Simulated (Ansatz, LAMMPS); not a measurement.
# Convergence of a linear-scaling basis for amorphous Ge (61 atoms), part 2 of 2

Aim: test how closely localised support functions follow the reference on amorphous Ge (61 atoms), and at what cost. A setting counts as converged where the r.m.s. difference of forces stays under 1 % of the r.m.s. force.

Ansatz 0.2.0; Kohn-Sham DFT, PBE, PAW (set soft_2), plane waves.

The cell: 61 Ge. The quench rate of 5 K/ps is many orders above laboratory rates. The starting topology of bonds comes from the classical model. Sampling is at Γ alone, for a cell whose shortest periodic width is 12 Å.

So far. Step 13 (Support functions medium, radius 6.63 Å): Forces differ from the reference by 0.062 meV/Å r.m.s., 0.029 % of their size, well within a tolerance of 1 %; the energy by -0.16 meV/atom. It took 15 times the reference's time (shared host, so rough). The two runs also began from different starting densities, which bears on cycles and time.

**17. The first run in detail**

The first run, on the default basis, asked for the full analyses, so its electronic structure is set out here.

Neighbours are counted within 3.02 Å (Ge-Ge).

Length of the force by element and coordination:

| element | coordination | atoms | mean length of the force (eV/Å) | spread | least | most |
| --- | --- | --- | --- | --- | --- | --- |
| Ge | all | 61 | 0.342 | 0.134 | 0.0792 | 0.916 |
| Ge | 3 | 3 | 0.502 | 0.318 | 0.142 | 0.916 |
| Ge | 4 | 57 | 0.335 | 0.112 | 0.0792 | 0.623 |
| Ge | 5 | 1 | 0.298 | 0 | 0.298 | 0.298 |

Intrinsic-atomic-orbital charges by element and coordination:

| element | coordination | atoms | mean charge (e) | spread | least | most |
| --- | --- | --- | --- | --- | --- | --- |
| Ge | all | 61 | 0 | 0.0202 | -0.0366 | 0.056 |
| Ge | 3 | 3 | 0.0544 | 0.0016 | 0.0523 | 0.056 |
| Ge | 4 | 57 | -0.0023 | 0.0161 | -0.0366 | 0.0329 |
| Ge | 5 | 1 | -0.0303 | 0 | -0.0303 | -0.0303 |

States in the cell by windows of 1 eV, zero at the Fermi level; the larger projections on atomic orbitals stand beside the total:

| from (eV) | to (eV) | total | Ge p | Ge s |
| --- | --- | --- | --- | --- |
| -18 | -13 | 0.0 | 0.0 | 0.0 |
| -13 | -12 | 0.9 | 0.0 | 0.9 |
| -12 | -11 | 8.8 | 1.7 | 7.1 |
| -11 | -10 | 20.2 | 5.0 | 15.1 |
| -10 | -9 | 19.6 | 5.3 | 14.2 |
| -9 | -8 | 14.6 | 4.3 | 10.2 |
| -8 | -7 | 20.1 | 7.0 | 13.0 |
| -7 | -6 | 15.9 | 6.7 | 9.2 |
| -6 | -5 | 14.7 | 7.1 | 7.6 |
| -5 | -4 | 7.3 | 4.2 | 3.0 |
| -4 | -3 | 23.9 | 22.2 | 1.5 |
| -3 | -2 | 34.8 | 32.5 | 2.1 |
| -2 | -1 | 41.6 | 39.6 | 1.7 |
| -1 | 0 | 21.6 | 19.9 | 1.5 |
| 0 | 1 | 18.1 | 13.2 | 4.4 |
| 1 | 2 | 28.6 | 19.6 | 7.6 |
| 2 | 3 | 34.2 | 25.5 | 5.8 |
| 3 | 4 | 40.2 | 30.2 | 4.8 |
| 4 | 5 | 37.3 | 27.2 | 3.1 |

Between -26 and -18 eV lie 610 more states.

The levels nearest the highest filled one (over half full), pooled over k-points and spins:

| level less the highest filled one (eV) | occupation |
| --- | --- |
| -0.635 | 2 |
| -0.598 | 2 |
| -0.512 | 2 |
| -0.259 | 2 |
| -0.0098 | 1.71 |
| 0 | 1.56 |
| 0.0392 | 0.735 |
| 0.167 | 0 |
| 0.179 | 0 |
| 0.41 | 0 |
| 0.450 | 0 |
| 0.652 | 0 |

Valence density in the ab plane at fractional z = 0.017, with atoms of Ge within 0.2 Å of it. It is the smooth field of the valence electrons, not physical close to the nuclei.

Ten steps, logarithmic in the rise over the least value, from '0' (0 e/Å³) to '9' (34 e/Å³), each cell a mean:
```
000012343211100000000112321000000
111111232111100000000126863100000
256421111000110000000126862100001
499621000000111100000112321000001
266410000000135421001111100000001
112110000001269841111110000000000
011211000001258631111110000000000
012442100000112210000011111000000
013663100000000000000001244210000
011332100000000000000002599410000
000111000000000000000011487410000
000000000000012211000011222100000
000000000000136641101111110000000
000000000000148952111232100000000
000000000000124431111232110000000
000000000001111110001111111100000
000000000111110000000011134311000
000111111111110000000001268731110
011245321111100000000001257621100
011389721000000000011111122210000
001257421000000011112332110000000
000112110000000011123432100000000
000001111000000000111221100000000
000001232110000000001111110000000
```
Columns run along a (11.7 Å), rows up along b (11.7 Å). Atoms in or near the plane, at fractional coordinates: Ge at (0.44, 0.75), Ge at (0.15, 0.17), Ge at (0.45, 0.44), Ge at (0.78, 0.58), Ge at (0.73, 0.91), Ge at (0.06, 0.84).

Electrostatic potential energy in the ab plane at fractional z = 0.017, with atoms of Ge within 0.2 Å of it. With pseudopotentials it is smooth inside the atoms' cores, unlike the true potential.

Ten even steps from '0' (-30 eV) to '9' (10 eV), each cell a mean:
```
999985101588889999999864246899999
866786434788888999999730003799999
310268888898889999999730003799997
100048999999887889999874347899986
310258999998631258998888889999997
765689999997300026887789999999999
987667899998410037887789999999999
974113689999864578998889888899999
962001689999998999999997422489999
985324799999999999999985000168999
998888999999999999999985100169999
999999999999875568999988644689999
999999999999730026898667888999999
999999999998610014886223789999999
999999999999742137886323789999999
999999999988887789998767887899999
999999999876689999999998632368999
899877789865689999999998300027888
888511268887889999999998410037888
986200038999999999987778754578999
997310158999998888873225888999999
999765689999999888862114899999999
999988778899999999975446899999999
999986323789999999998888889999999
```
Columns run along a (11.7 Å; values clipped at the 3rd and 97th percentile), rows up along b (11.7 Å). Atoms in or near the plane, at fractional coordinates: Ge at (0.44, 0.75), Ge at (0.15, 0.17), Ge at (0.45, 0.44), Ge at (0.78, 0.58), Ge at (0.73, 0.91), Ge at (0.06, 0.84).

Intrinsic-atomic-orbital charges run from -0.04 to +0.06 e. Within 0.4 eV of the Fermi level the largest share is Ge p (83 % of the projected weight).

**18. Local order**

These statistics describe the geometry on which the runs were made.

Density 4.57 g/cm³, 26.40 Å³ an atom.

Pair distribution function in bins of 0.2 Å:

| r (Å) | total |
| --- | --- |
| 2.30 | 0.06 |
| 2.50 | 4.91 |
| 2.70 | 1.32 |
| 2.90 | 0.13 |
| 3.10 | 0.04 |
| 3.30 | 0.03 |
| 3.50 | 0.05 |
| 3.70 | 0.82 |
| 3.90 | 1.43 |
| 4.10 | 2.62 |
| 4.30 | 1.59 |
| 4.50 | 0.97 |
| 4.70 | 0.96 |
| 4.90 | 0.99 |
| 5.10 | 0.83 |
| 5.30 | 0.64 |
| 5.50 | 0.68 |
| 5.70 | 0.96 |

Bonds by pair of elements; cutoffs follow the first minimum of g(r), held within bounds set by covalent radii, and pairs that aren't listed don't count as bonded:

| pair A-B | cutoff (Å) | bonds | mean length (Å) | spread (Å) | shortest (Å) | B about A | A about B |
| --- | --- | --- | --- | --- | --- | --- | --- |
| Ge-Ge | 3.02 | 121 | 2.55 | 0.083 | 2.38 | 3.97 | 3.97 |

How many atoms have how many bonded neighbours:

| element | mean | 3 | 4 | 5 |
| --- | --- | --- | --- | --- |
| Ge | 3.97 | 3 | 57 | 1 |

Rings of the network by King's shortest-path rule, up to 12 atoms, one path for each pair of neighbours; H, halogens, alkali and alkaline-earth atoms are left out, and the last column divides by all other atoms, bonded or not:

| ring size (atoms) | rings | per network atom |
| --- | --- | --- |
| 4 | 3 | 0.049 |
| 5 | 25 | 0.41 |
| 6 | 50 | 0.82 |
| 7 | 23 | 0.377 |
| 8 | 4 | 0.066 |

The first maximum of g(r) stands at about 2.5 Å. By these cutoffs 93 % of Ge atoms have 4 bonded neighbours. Rings of 6 atoms are the most common (48 % of those counted); sizes run from 4 to 8.

The surroundings of Ge57, whose charge lies farthest from its element's mean, nearest first, numbered as they follow in the input and with coordinates relative to it.

| atom | x | y | z | distance (Å) | bonds | intrinsic-atomic-orbital charge (e) | Fx | Fy | Fz (eV/Å) |
| --- | --- | --- | --- | --- | --- | --- | --- | --- | --- |
| Ge57 | 0.00 | 0.00 | 0.00 | 0.00 | 3 | 0.06 | 0.10 | 0.09 | 0.03 |
| Ge20 | -0.38 | -2.33 | -0.72 | 2.47 | 4 | -0.03 | 0.22 | 0.17 | -0.21 |
| Ge39 | 2.44 | 0.44 | 0.12 | 2.48 | 4 | -0.02 | -0.04 | 0.20 | 0.23 |
| Ge22 | -1.57 | 1.53 | 1.25 | 2.52 | 4 | -0.01 | 0.03 | -0.15 | -0.08 |
| Ge29 | 3.09 | -1.48 | -1.45 | 3.72 | 4 | -0.01 | -0.18 | -0.05 | 0.10 |
| Ge6 | -1.28 | 3.49 | -0.25 | 3.73 | 4 | 0.02 | 0.28 | 0.18 | -0.28 |
| Ge58 | -2.11 | -3.16 | 0.69 | 3.86 | 3 | 0.05 | -0.16 | 0.10 | 0.90 |
| Ge45 | 1.83 | -3.45 | -0.51 | 3.93 | 4 | 0.02 | 0.28 | 0.06 | -0.12 |
| Ge61 | 2.80 | -0.05 | 2.86 | 4.00 | 4 | -0.02 | -0.14 | -0.24 | 0.15 |
| Ge52 | 2.72 | 2.62 | -1.35 | 4.01 | 4 | -0.01 | 0.19 | -0.29 | 0.09 |

The column of bonds counts only the pairs Ge-Ge within 3.02 Å; other neighbours, such as metal atoms beside each other in a compound, aren't counted, and periodic images can show an atom twice.

**19. Summary of results**

| Quantity | Value |
| --- | --- |
| free energy per atom | -4294.7444 eV/atom |
| pressure | -1.095 GPa |
| r.m.s. force component | 0.2122 eV/Å |
| wall time of the 12 DFT runs | 32 min |

**Reading.** Against plane waves at 750 eV, the forces differ by 0.079 meV/Å (0.037 %) with support functions medium, and by 0.019 meV/Å in the closest run (support functions high). At 61 atoms the fastest of the runs at a preset level, support functions low, takes 2.4 times the time of plane waves, in 14 SCF cycles against 12. Differences between support functions and plane waves include what basis error the plane-wave run still has. As the radius goes from 4.29 to 6.63 Å, the force difference goes from 0.099 to 0.062 meV/Å (not steadily; the least is 0.059 at 4.95 Å), and the time from 82 s to 7.6 min.

Counting bands leaves a spacing of only 0.039 eV (at Γ alone), which the smearing bridges: 3 levels are partly filled by over 2 %, so a gap, if any, is small at this level. By these cutoffs 93 % of Ge atoms have 4 bonded neighbours.

**Limits.** The geometry was minimised with a classical potential after classical dynamics and isn't relaxed at this level: its force components are 0.21 eV/Å r.m.s. The stress is far from hydrostatic: its diagonal is -0.7, 0.4, -3.0 GPa, compression counted positive.

[Logs are printed without paths, hosts, clocks, repeated set-up lines and the standing remarks that a program may print on its own settings, such as how far it seeks lower states.]

[Hosts, paths, dates, database ids (printed as entryN), source tags and the programs' standing remarks are cut or masked in the printed files.]
